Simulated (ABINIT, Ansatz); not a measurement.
# CdF2 (Fm-3m): bands and cutoff in G0W0 with ABINIT, part 2 of 2

Wanted: a converged G0W0 gap of CdF2 (Fm-3m), or an estimate of the limit.

ABINIT 10.8.3; PBE and many-body steps on it, plane waves. Known limits of the many-body steps: not at the basis limit; d shell near the gap, gap tends to lie low; no spin-orbit coupling.

So far. Step 3 (Screening, 6×6×6 mesh, 48 bands, screening to 95.2 eV): Local fields lower ε∞ by 3 %. Step 4 (48 bands, 95.2 eV): The gap on the mesh goes from 3.14 eV to 5.56 eV, a correction of +2.42 eV.

## (6) 119 bands, 176.9 eV

This step: G0W0 on PBE, plane waves, norm-conserving pseudopotentials.

run.abi

```
acell 3*1.0 Angstrom
rprim 
  0.000000000000 2.694000000000 2.694000000000
  2.694000000000 -0.000000000000 2.694000000000
  2.694000000000 2.694000000000 -0.000000000000
ntypat 2
znucl 48 9
natom 3
typat 1 2 2
xred 
  0.000000000000 0.000000000000 0.000000000000
  0.250000000000 0.250000000000 0.250000000000
  0.750000000000 0.750000000000 0.750000000000
pp_dirpath "pseudos"
pseudos "Cd.upf, F.upf"
ecut 47
ngkpt 6 6 6
nshiftk 1
shiftk 0 0 0
kptopt 1
chksymbreak 0
istwfk *1
occopt 1
irdwfk 1
optdriver 4
nband 119
gwcalctyp 0
ecutsigx 47
symsigma 1
nkptgw 2
kptgw 
  -0.3333333333 0.5000000000 0.1666666667
  0.0000000000 0.0000000000 0.0000000000
bdgw 
  16 19
  15 21
ecuteps 6.5
irdscr 1
ppmodel 1
indata_prefix "in"
outdata_prefix "out"
tmpdata_prefix "tmp"
```

The run is started by

```
OMP_NUM_THREADS=1 mpirun -n 8 abinit run.abi > log
```

Output:

```text
.Version 10.8.3 of ABINIT. v10.8.2 released Aug 2026.

 Symmetries : space group Fm -3 m (#225); Bravais cF (face-center cubic)
[... echo of the input left out ...]
== DATASET  1 ==================================================================
-   mpi_nproc: 8, omp_nthreads: 1 (-1 if OMP is not activated)

--- !DatasetInfo
iteration_state: {dtset: 1, }
dimensions: {natom: 3, nkpt: 16, mband: 119, nsppol: 1, nspinor: 1, nspden: 1, mpw: 4092, }
cutoff_energies: {ecut:  47.0, pawecutdg:  -1.0, }
electrons: {nelect:   3.40000000E+01, charge:   0.00000000E+00, occopt:   1.00000000E+00, tsmear:   1.00000000E-02, }

 SIGMA: Calculation of the GW corrections

 Based on a program developped by R.W. Godby, V. Olevano, G. Onida, and L. Reining.
 Incorporated in ABINIT by V. Olevano, G.-M. Rignanese, and M. Torrent.
.Using double precision arithmetic ; gwpc =  8

[... cell and pseudopotentials left out ...]
--------------------------------------------------------------------------------

 ==== K-mesh for the wavefunctions ====
 Number of points in the irreducible wedge :    16
[... list of points left out ...]
 Together with 48 symmetry operations and time-reversal symmetry
 yields   216 points in the full Brillouin Zone.

 ==== Q-mesh for screening function ====
 Number of points in the irreducible wedge :    16
[... list of points left out ...]
 Together with 48 symmetry operations and time-reversal symmetry
 yields   216 points in the full Brillouin Zone.

 vcoul_init : cutoff-mode = AUXILIARY_FUNCTION
 q-points for optical limit:   1
     1)      0.000010    0.000020    0.000030
 setmesh: FFT mesh size selected  =    45x   45x   45
          total number of points  =        91125

 Number of electrons calculated from density =   34.0000; Expected =   34.0000
[...]
number of omega for Sigma on real axis              0
 max omega for Sigma on real axis  [eV]           0.00
 zcut for avoiding poles [eV]                     0.10

 EPSILON^-1 parameters (SCR file):
 dimension of the eps^-1 matrix on file            181
 dimension of the eps^-1 matrix used               181
 number of plane-waves for wavefunctions          4015
 number of bands                                   119
 number of q-points in IBZ                          16
 number of frequencies                               2
 number of real frequencies                          1
 number of imag frequencies                          1

 matrix elements of self-energy operator (all in [eV])

 Perturbative Calculation

--- !SelfEnergy_ee
iteration_state: {dtset: 1, }
kpoint     : [  -0.333,    0.500,    0.167, ]
spin       : 1
KS_gap     :    8.104
QP_gap     :   11.365
Delta_QP_KS:    3.261
data: !SigmaeeData |
     Band     E0 <VxcDFT>   SigX SigC(E0)      Z dSigC/dE  Sig(E)    E-E0       E
       16   2.556 -23.170 -30.675   5.736   0.793  -0.261 -24.573  -1.403   1.154
       17   3.116 -24.363 -31.626   5.549   0.803  -0.245 -25.739  -1.376   1.739
       18  11.220 -16.654 -10.660  -3.790   0.855  -0.170 -14.770   1.884  13.104
[...]
--- !SelfEnergy_ee
iteration_state: {dtset: 1, }
kpoint     : [   0.000,    0.000,    0.000, ]
spin       : 1
KS_gap     :    3.619
QP_gap     :    6.079
Delta_QP_KS:    2.459
data: !SigmaeeData |
     Band     E0 <VxcDFT>   SigX SigC(E0)      Z dSigC/dE  Sig(E)    E-E0       E
[...]
20  15.876 -10.203  -4.681  -4.287   0.877  -0.140  -9.120   1.083  16.958
       21  15.876 -10.203  -4.681  -4.287   0.877  -0.140  -9.120   1.083  16.958

== END DATASET(S) ==============================================================
================================================================================

 -outvars: echo values of variables after computation  --------
           etotal      0.0000000000E+00
            nband         119
             nkpt          16
          spgroup         225
 [... the other variables as echoed above ...]

 Calculation completed.
```

It took 13 s on 8 MPI ranks of Arm Neoverse V2, shared host; peak memory 2.5 GiB.

This step gave:

```
G0W0 gap on the points computed              : 5.343 eV
starting gap on the mesh                     : 3.143 eV
k of the valence top                         : -0.3333, 0.5, 0.1667
k of the conduction bottom                   : 0, 0, 0
Z at the valence top                         : 0.803
Z at the conduction bottom                   : 0.875
least direct G0W0 gap on the computed points : 6.079 eV
```

Against G0W0 in ABINIT (6×6×6 mesh, 48 bands, screening to 95.2 eV, Godby-Needs plasmon pole), the gap moves by −0.221 eV.

## (7) Screening, 6×6×6 mesh, 268 bands, screening to 272.1 eV

This step: RPA screening on PBE, plane waves, norm-conserving pseudopotentials.

run.abi: that of step 6 with these lines changed.

```diff
@@ -24,17 +24,8 @@
 irdwfk 1
-optdriver 4
-nband 119
-gwcalctyp 0
-ecutsigx 47
-symsigma 1
-nkptgw 2
-kptgw 
-  -0.3333333333 0.5000000000 0.1666666667
-  0.0000000000 0.0000000000 0.0000000000
-bdgw 
-  16 19
-  15 21
-ecuteps 6.5
-irdscr 1
-ppmodel 1
+optdriver 3
+nband 268
+ecuteps 10
+inclvkb 2
+awtr 1
+symchi 1
 indata_prefix "in"
```

Output:

```text
.Version 10.8.3 of ABINIT. v10.8.2 released Aug 2026.

 Symmetries : space group Fm -3 m (#225); Bravais cF (face-center cubic)
[... echo of the input left out ...]
== DATASET  1 ==================================================================
-   mpi_nproc: 8, omp_nthreads: 1 (-1 if OMP is not activated)

--- !DatasetInfo
iteration_state: {dtset: 1, }
dimensions: {natom: 3, nkpt: 16, mband: 268, nsppol: 1, nspinor: 1, nspden: 1, mpw: 4092, }
cutoff_energies: {ecut:  47.0, pawecutdg:  -1.0, }
[...]
--------------------------------------------------------------------------------
[... chi0 elements left out ...]
 For q-point:  0.000010 0.000020 0.000030
  dielectric constant =   2.7285
  dielectric constant without local fields =   2.9074

  Average fulfillment of the sum rule on Im[epsilon] for q-point    1 :     83.99  [%]
[... wings left out ...]
  q-point number  2        q = ( 0.166667, 0.000000, 0.000000) [r.l.u.]
--------------------------------------------------------------------------------
[... chi0 elements left out ...]
  Average fulfillment of the sum rule on Im[epsilon] for q-point    2 :     92.84  [%]

 [... 14 further q-points ...]
```

It took 12 min on 8 MPI ranks; peak memory 6.3 GiB.

Numbers from this step:

- ε∞ with local fields, on this mesh, along the program's q direction: 2.728
- the same without local fields: 2.907
- plasma frequency: 34.62 eV
- plane waves in the screening matrix: 411

## (8) 268 bands, 272.1 eV

This step: G0W0 on PBE, plane waves, norm-conserving pseudopotentials.

run.abi: that of step 7 with these lines changed.

```diff
@@ -24,8 +24,17 @@
 irdwfk 1
-optdriver 3
+optdriver 4
 nband 268
+gwcalctyp 0
+ecutsigx 47
+symsigma 1
+nkptgw 2
+kptgw 
+  -0.3333333333 0.5000000000 0.1666666667
+  0.0000000000 0.0000000000 0.0000000000
+bdgw 
+  16 19
+  15 21
 ecuteps 10
-inclvkb 2
-awtr 1
-symchi 1
+irdscr 1
+ppmodel 1
 indata_prefix "in"
```

Output:

```text
.Version 10.8.3 of ABINIT. v10.8.2 released Aug 2026.

 Symmetries : space group Fm -3 m (#225); Bravais cF (face-center cubic)
[... echo of the input left out ...]
== DATASET  1 ==================================================================
-   mpi_nproc: 8, omp_nthreads: 1 (-1 if OMP is not activated)

--- !DatasetInfo
iteration_state: {dtset: 1, }
dimensions: {natom: 3, nkpt: 16, mband: 268, nsppol: 1, nspinor: 1, nspden: 1, mpw: 4092, }
cutoff_energies: {ecut:  47.0, pawecutdg:  -1.0, }
[...]
Band     E0 <VxcDFT>   SigX SigC(E0)      Z dSigC/dE  Sig(E)    E-E0       E
[...]
20  15.876 -10.203  -4.681  -4.414   0.876  -0.142  -9.233   0.970  16.846
       21  15.876 -10.203  -4.681  -4.414   0.876  -0.142  -9.233   0.970  16.846

== END DATASET(S) ==============================================================
================================================================================

 -outvars: echo values of variables after computation  --------
           etotal      0.0000000000E+00
            nband         268
             nkpt          16
          spgroup         225
 [... the other variables as echoed above ...]

 Calculation completed.
```

Wall time 96 s (8 MPI ranks); peak memory 6 GiB.

Numbers from this step:

```
G0W0 gap on the points computed              : 5.487 eV
starting gap on the mesh                     : 3.143 eV
k of the valence top                         : -0.3333, 0.5, 0.1667
k of the conduction bottom                   : 0, 0, 0
least direct G0W0 gap on the computed points : 6.224 eV
```

Against G0W0 in ABINIT (6×6×6 mesh, 119 bands, screening to 176.9 eV, Godby-Needs plasmon pole), the gap moves by +0.144 eV.

## (9) Side by side

Times are wall times on 8 MPI ranks of Arm Neoverse V2, shared host, good to a factor of about two. A run's time includes the screening step that it read.

```csv
run,mesh,bands,screening cutoff (eV),DFT gap (eV),gap on the mesh (eV),direct (eV),ε∞ used,time
"48 bands, 95.2 eV",6×6×6,48,95.2,3.143,5.564,6.282,2.73,30 s
"119 bands, 176.9 eV",6×6×6,119,176.9,3.143,5.343,6.079,2.74,2.2 min
"268 bands, 272.1 eV",6×6×6,268,272.1,3.143,5.487,6.224,2.73,13 min
```

## (10) Outcome

```json
{
 "48 bands, 95.2 eV": "5.564 eV",
 "119 bands, 176.9 eV": "5.343 eV",
 "268 bands, 272.1 eV": "5.487 eV",
 "known limits": "not at the basis limit; d shell near the gap, gap tends to lie low; no spin-orbit coupling"
}
```

What this shows: From the first rung to the last the gap moves by −0.08 eV for 26 times the time. The gap turns back along the series, so no limit is drawn from it. In the first G0W0 run levels were corrected at 2 k points alone, so a gap called «on the mesh» is the least over those, and an edge elsewhere would be missed. A d shell, filled or nearly so, lies near the gap. One-shot GW converges very slowly in bands there, not always from below, and on a semilocal start the gap tends to come out low; starts rich in exact exchange can overshoot instead. The many-body steps are scalar-relativistic: spin-orbit coupling is not in them.

[Paths, hosts, dates, memory and timing lines, banners, echoed tables and standing remarks are left out of the program output.]

[Logs are printed without paths, hosts, clocks, repeated set-up lines and the standing remarks that a program may print on its own settings, such as how far it seeks lower states.]

[Runs of the session that timed out or met a known fault of the program may be left out.]

[No measured gap is set beside runs whose start may be inverted or whose files or cutoffs have a known fault.]

[Hosts, paths, dates, database ids (printed as entryN), source tags and the programs' standing remarks are cut or masked in the printed files.]

[G0W0 gaps are taken among the corrected bands and points alone; a level outside them can change the order at an edge.]

[Where Ansatz stands beside ABINIT at settings called matched, ABINIT's density can come from a denser mesh and the files from another edition; pairs whose starting gaps differed by over 0.03 eV were left out, so agreement reads better than it is.]
